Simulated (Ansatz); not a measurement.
# A bimetallic surface: Li on Ti(0001), three quarters in the top layer, both faces, part 3 of 5

Wanted: the photoemission signature of Li on Ti(0001), three quarters in the top layer, both faces.

Ansatz 0.2.0; DFT, PBEsol, plane-wave PAW, default files, scalar-relativistic (the session's first sound run).

So far, work function, upper face (eV): step 2 (the clean face) 4.50; step 3 (relaxing the atoms) 3.40.

### Step 4. Layer-resolved bands, DOS and potential (continued)

Peaks of A(k,E) at the labelled points: for each region the eleven nearest the zero at most, each over 6 % of that point's highest, less those above the energy where the solved bands run out; weight and spread sum the levels within three half widths or 0.3 eV, so near peaks share levels. Peaks of the spectral function, the first 40 of 77 rows:

```
point  weight on  E (eV)  A (1/eV)  weight near the peak  rms spread of levels (eV)
    K      total   -1.26     11.64                 3.024                      0.088
    K      total   -1.06     4.031                 5.057                      0.204
    K      total   -0.86     11.44                 2.551                      0.082
    K      total   -0.38     5.091                 1.494                      0.091
    K      total    -0.2     4.868                 1.673                       0.15
    K      total    0.14     8.828                 2.578                      0.094
    K      total    0.32     6.414                 2.757                      0.107
    K      total    0.66      2.34                 1.139                      0.188
    K      total    0.72     2.282                 0.857                      0.152
    K      total    0.88     1.862                 1.103                      0.176
    K        top   -1.58     1.445                 0.393                      0.121
    K        top   -1.26     2.268                 0.602                      0.097
    K        top   -1.06      1.18                 1.338                        0.2
    K        top   -0.86     3.836                 0.908                      0.083
    K        top   -0.38     2.166                 0.656                      0.093
    K        top    -0.2     2.213                 0.742                      0.153
    K        top    0.14     3.195                 0.957                      0.099
    K        top    0.32     2.381                 1.041                      0.113
    K        top    0.66     1.017                 0.502                       0.19
    K        top    0.88      0.82                 0.477                      0.178
    K     middle   -1.58     4.679                 1.228                      0.117
    K     middle   -1.34     5.057                 2.526                      0.163
    K     middle   -1.24     7.141                 1.819                       0.08
    K     middle   -1.04     1.694                 1.896                      0.181
    K     middle   -0.86     3.769                 0.735                       0.08
    K     middle   -0.36     0.774                 0.182                       0.07
    K     middle    0.16     2.629                 0.674                      0.085
    K     middle    0.32     1.649                 0.674                      0.085
    K     middle    0.72     0.564                 0.115                      0.115
    Γ      total   -2.24     5.397                 2.033                      0.145
    Γ      total   -2.04     3.346                 1.229                      0.091
    Γ      total    -0.8     1.464                 0.202                          0
    Γ      total   -0.46     2.135                 0.422                      0.056
    Γ      total   -0.36      1.35                 0.689                      0.156
    Γ      total   -0.12     2.487                 2.227                      0.144
    Γ      total    0.16     9.008                 2.604                      0.116
    Γ      total    0.36     2.681                 2.338                      0.083
    Γ      total    0.78     19.61                 5.427                      0.096
    Γ        top   -2.04     1.322                  0.52                      0.089
    Γ        top    -0.8     0.709                   0.1                          0
```

* holds the states left over by the projection beside any projected weight of its own, shared among the starred shells. The DOS by E, zero at the Fermi level; read off at these points; values in states/eV/cell:

```
E (eV)   total    Ti 3d   Ti 4s    Li 2s  Ti 4p*   Li 2p*
 -7.58       0        0       0        0       0        0
 -7.28       0        0       0        0       0        0
 -6.88       0        0       0        0       0        0
 -6.58       0        0       0        0       0        0
 -6.28       0        0       0        0       0        0
 -5.88  0.0935   2.1e-4  0.0895  0.00310  6.1e-4   7.1e-5
 -5.58    1.22  0.00374    1.17   0.0408  0.0116   8.8e-4
 -5.28   0.914  0.00729   0.861   0.0306  0.0142   6.1e-4
 -4.88   0.685  0.00904   0.639   0.0242  0.0125   4.5e-4
 -4.58    2.69   0.0869    2.36    0.176  0.0594  0.00220
 -4.28    2.10   0.0977    1.79    0.166  0.0483  0.00204
 -3.88    1.74    0.125    1.41    0.157  0.0441  0.00231
 -3.58    5.20    0.550    4.07    0.437   0.138  0.00865
 -3.27    3.56    0.639    2.32    0.509  0.0864  0.00855
 -2.98    6.97     1.70    4.27    0.796   0.186   0.0235
 -2.88    10.1     2.81    6.09    0.923   0.265   0.0339
 -2.58    7.46     3.38    3.09    0.805   0.153   0.0299
 -2.27    16.0     9.76    4.73     1.09   0.325   0.0799
 -1.98    19.4     13.1    3.79     1.94   0.416    0.125
 -1.57    17.6     13.7    2.00     1.11   0.560    0.189
 -1.27    30.6     24.9    2.03     2.08    1.11    0.390
 -0.97    15.3     12.9   0.808    0.675   0.663    0.245
 -0.57    22.5     18.4    1.40     1.10    1.14    0.442
 -0.28    26.7     21.4    1.34     1.99    1.39    0.549
  0.03    29.0     24.0    1.22     1.70    1.49    0.595
  0.23    36.7     30.2    1.73     1.69    2.14    0.869
  0.42    24.4     18.3    1.46     1.72    2.02    0.836
  0.72    33.2     26.9    1.31     1.80    2.27    0.937
```

Sums over each group's atoms; a table of it gives point samples, which can step over narrow peaks. DOS of the group against E, zero at the Fermi level; 7 of 10 lines; values in states/eV:

```
E (eV)  other layers: Ti 3d  layer 2: Ti 3d  layer 3: Ti 3d  layer 1: Ti 3d  other layers: Ti 4s  layer 2: Ti 4s  layer 3: Ti 4s
 -7.53                    0               0               0               0                    0               0               0
 -6.92                    0               0               0               0                    0               0               0
 -6.33                    0               0               0               0                    0               0               0
 -5.72               3.9e-4          3.0e-4          6.7e-4          9.0e-5                0.138           0.131           0.223
 -5.12              0.00640         0.00509         0.00371         0.00131                0.431           0.406           0.696
 -4.53               0.0401          0.0357          0.0238         0.00438                0.955           0.864           0.884
 -3.92               0.0359          0.0314          0.0427         0.00452                0.647           0.558           0.226
 -3.52                0.147           0.128           0.234          0.0193                 1.38            1.16           0.847
 -2.92                0.635           0.567           0.982          0.0685                 1.71            1.39            1.76
 -2.33                 2.63            2.37            3.99           0.253                 1.64            1.33            1.13
 -1.73                 4.76            4.16            4.69           0.604                 1.20           0.767           0.489
 -1.12                 6.84            5.76            5.31            1.08                0.660           0.532           0.180
 -0.53                 7.70            5.99            4.82            1.71                0.630           0.398           0.275
  0.07                 11.3            6.11            4.63            5.17                0.527           0.357           0.322
  0.68                 8.68            7.64            7.81            1.04                0.570           0.379           0.196
```

This run's widths, added to any smearing of the DOS itself: Gaussian 0.35 eV, Lorentzian 0.05 eV plus 0.08 an eV of depth. The intensity by binding energy, zero at the Fermi level; values in % of the maximum within 13 eV:

```
binding energy (eV)  21.2 eV  100 eV  1486.7 eV  2150 eV  8047.8 eV
               -1.0     1.13    1.09       1.54     1.42       1.17
               -0.5     2.73    2.70       3.23     2.79       2.00
                0.0     55.5    56.8       52.8     40.1       19.5
                0.5     92.1    91.3       93.8     73.9       40.6
                1.0     75.7    73.8       79.0     63.1       36.5
                1.5     80.8    76.2       96.7     83.9       60.4
                2.0     56.7    51.7       97.5     98.4       93.3
                2.5     29.7    26.5       78.5     87.8       95.3
                3.0     12.2    10.2       60.0     72.9       86.4
                3.5     5.76    4.61       45.0     56.4       69.0
                4.0     3.14    2.45       32.9     41.8       51.9
                4.5     2.06    1.58       27.5     35.3       44.2
                5.0     1.16   0.919       17.6     22.6       28.4
                5.5    0.756   0.610       12.0     15.5       19.4
                6.0    0.421   0.355       4.71     5.99       7.45
                6.5    0.272   0.237       1.89     2.36       2.87
                7.0    0.206   0.183       1.13     1.38       1.65
                7.5    0.166   0.148      0.788    0.953       1.13
```

Maxima picked by a test of local sharpness, so broad peaks and shoulders can be missing; peaks within 0.45 eV of a curve's cut are left out. Valence peaks, by row:

```
photon energy (eV)  binding energy (eV)  height (% of the maximum within 13 eV)  main shell  its share (%)
              21.2                  1.3                                   91.01       Ti 3d           94.5
              21.2                 0.35                                     100       Ti 3d          94.67
               100                  1.3                                   86.47       Ti 3d           98.3
               100                  0.3                                     100       Ti 3d          98.56
              1487                    2                                   97.69       Ti 4s          56.41
              1487                 1.35                                     100       Ti 3d          66.05
              1487                 0.35                                   99.56       Ti 3d          72.72
              2150                  2.1                                     100       Ti 4s          75.45
              2150                  0.4                                   77.62       Ti 3d          56.46
              8048                 2.75                                   97.57       Ti 4s          99.02
              8048                  2.2                                     100       Ti 4s          97.73
              8048                  0.4                                   41.83       Ti 4s           87.9
```

The planar mean, electrostatic potential oscillates, so the rows of the table below give means over windows of 2.18 Å about each position, cut where the curve ends. Its maxima inside the range that stand out by 2 % of the span (Å: eV): 8.3: -0.521, 10.5: -1.05, 12.8: -1.05, 15.0: -0.521. Its minima: 7.1: -6.14, 9.5: -12.4, 11.7: -12.6, 13.8: -12.4, 16.2: -6.14.

From the Fermi level. Planar mean, electrostatic potential against z; means over each step:

```
z (Å)  planar mean, electrostatic potential (eV)
 1.09                                       3.40
 3.27                                       3.38
 5.45                                       1.95
 7.63                                      -3.24
 9.81                                      -7.10
11.99                                      -7.17
14.17                                      -6.96
16.35                                      -2.72
18.53                                       2.97
20.71                                       3.39
22.89                                       3.40
```

Shapes are the site's partial DOS without matrix elements, which overweights lines from ligand s bands. The intensity, Ti L-alpha by emission energy less the core level's binding energy, zero at the Fermi level; read off at these points:

```
emission energy less the core level's binding energy (eV)  intensity, Ti L-alpha (% of the unpolarised maximum)
                                                    -7.58                                                 0.325
                                                    -7.38                                                 0.349
                                                    -7.08                                                 0.389
                                                    -6.88                                                 0.421
                                                    -6.58                                                 0.476
                                                    -6.38                                                 0.520
                                                    -6.08                                                 0.600
                                                    -5.88                                                 0.665
                                                    -5.67                                                 0.745
                                                    -5.38                                                 0.899
                                                    -5.17                                                  1.03
                                                    -4.88                                                  1.31
                                                    -4.67                                                  1.58
                                                    -4.38                                                  2.10
                                                    -4.17                                                  2.56
                                                    -3.98                                                  3.21
                                                    -3.67                                                  4.77
                                                    -3.48                                                  6.19
                                                    -3.17                                                  9.72
                                                    -2.98                                                  14.0
                                                    -2.67                                                  24.0
                                                    -2.48                                                  34.4
                                                    -2.17                                                  52.0
                                                    -1.98                                                  62.4
                                                    -1.77                                                  71.7
                                                    -1.48                                                  89.1
                                                    -1.27                                                  96.5
                                                    -0.97                                                  84.5
                                                    -0.78                                                  82.2
                                                    -0.47                                                  97.7
                                                    -0.38                                                 100.0
                                                    -0.28                                                  97.4
                                                    -0.07                                                  73.5
                                                     0.03                                                  53.9
                                                     0.23                                                  22.0
                                                     0.42                                                  9.97
                                                     0.72                                                  5.01
                                                     0.93                                                  3.66
                                                     1.23                                                  2.53
                                                     1.43                                                  2.07
```

Shapes are the site's partial DOS without matrix elements, which overweights lines from ligand s bands. Emission peaks, by row:

```
      line  energy (eV)  height (%)
Ti L-alpha        -1.25        96.5
Ti L-alpha        -0.35         100
```

The spectra weight each projected shell by its atomic cross section (Dirac–Hartree–Slater) and angular factor, for linear light with the analyser at 0° from the polarisation. Broadening, on top of any smearing of the DOS itself: a Gaussian of 0.35 eV and a Lorentzian of 0.05 eV plus 0.08 times the binding energy (full widths), Fermi edge at 77 K. Each atom is damped by exp[−depth/(λ cos θ)], θ = 45° from the normal, λ from the universal curve. Curves are cut 10 eV under the photon energy, above any shell that the free atom's threshold puts out of reach, or at the lower edge of the window: 7.6 eV at 21.2 eV, 7.6 eV at 100 eV, 7.6 eV at 1486.7 eV, 7.6 eV at 2150 eV and 7.6 eV at 8047.8 eV. A star in tables and legends marks shells that hold the states left over by the projection (4.0 % of the filled ones), a stand-in for orbitals that the files don't project on. Dipole terms alone, which is rough above 3 keV; no background, satellites or final-state effects.

How the area divides among the shells (%):

```
 shell  21.2 eV  100 eV  1486.7 eV  2150 eV  8047.8 eV
 Ti 4s      2.3     2.2       55.0     71.6       96.8
Ti 4p*      0.2     0.2        1.9      1.8        0.6
 Ti 3d     91.7    96.7       42.1     25.8        2.3
 Li 2s      5.6     1.0        1.0      0.9        0.3
```

Cross sections used, in Mb an electron:

```
 shell  21.2 eV  100 eV  1486.7 eV  2150 eV  8047.8 eV
 Ti 4s    0.081   0.022     2.3e-4   1.0e-4     4.7e-6
Ti 4p*    0.049  0.0093     5.3e-5   1.9e-5     2.8e-7
 Ti 3d      2.5    0.44     9.2e-5   2.2e-5     7.8e-8
 Li 2s     0.47   0.018     1.1e-5   3.4e-6     4.6e-8
```

Regions along c: top from 13.3 to 20.3 Å, middle from 10.0 to 13.3 Å.

States with weight above 0.08 nearest the zero at Γ of the zone, within the window kept, -5.7 to 1.0 eV (levels that the program groups as degenerate share a row):

```
E (eV)  weight, total  weight, top  weight, middle
 -0.47           0.28         0.14            0.00
 -0.34           0.10         0.05            0.00
 -0.12           0.27         0.13            0.01
  0.06           0.67         0.30            0.05
  0.14           0.63         0.29            0.04
  0.17           0.52         0.21            0.10
  0.20           0.30         0.14            0.01
  0.36           0.23         0.10            0.02
  0.73           1.25         0.46            0.33
  0.78           1.73         0.13            1.47
```

States with weight above 0.08 nearest the zero at M of the zone, within the window kept, -5.7 to 1.0 eV (levels that the program groups as degenerate share a row):

```
E (eV)  weight, total  weight, top  weight, middle
 -0.47           0.24         0.09            0.06
 -0.40           0.65         0.25            0.16
 -0.34           0.63         0.23            0.18
 -0.12           0.58         0.25            0.08
  0.06           0.11         0.05            0.01
  0.14           0.12         0.06            0.01
  0.17           0.49         0.21            0.07
  0.20           0.57         0.25            0.08
  0.36           0.59         0.26            0.07
  0.73           0.25         0.05            0.15
```

The largest force component on a free atom is 0.013 eV/Å, so the atoms are at rest for these settings too. At the Fermi level the DOS is 27.83 states/eV a cell, and on the broadened curves Ti 3d holds 83 % of the total there.

(Part 3 of 5 ends here.)

[Logs are printed without paths, hosts, clocks, repeated set-up lines and the standing remarks that a program may print on its own settings, such as how far it seeks lower states.]

[Hosts, paths, dates, database ids (printed as entryN), source tags and the programs' standing remarks are cut or masked in the printed files.]

[Maps of the electrostatic potential energy from Ansatz leave out the sawtooth potential of an applied field or a dipole correction, so their vacuum need not be flat; work functions include it.]
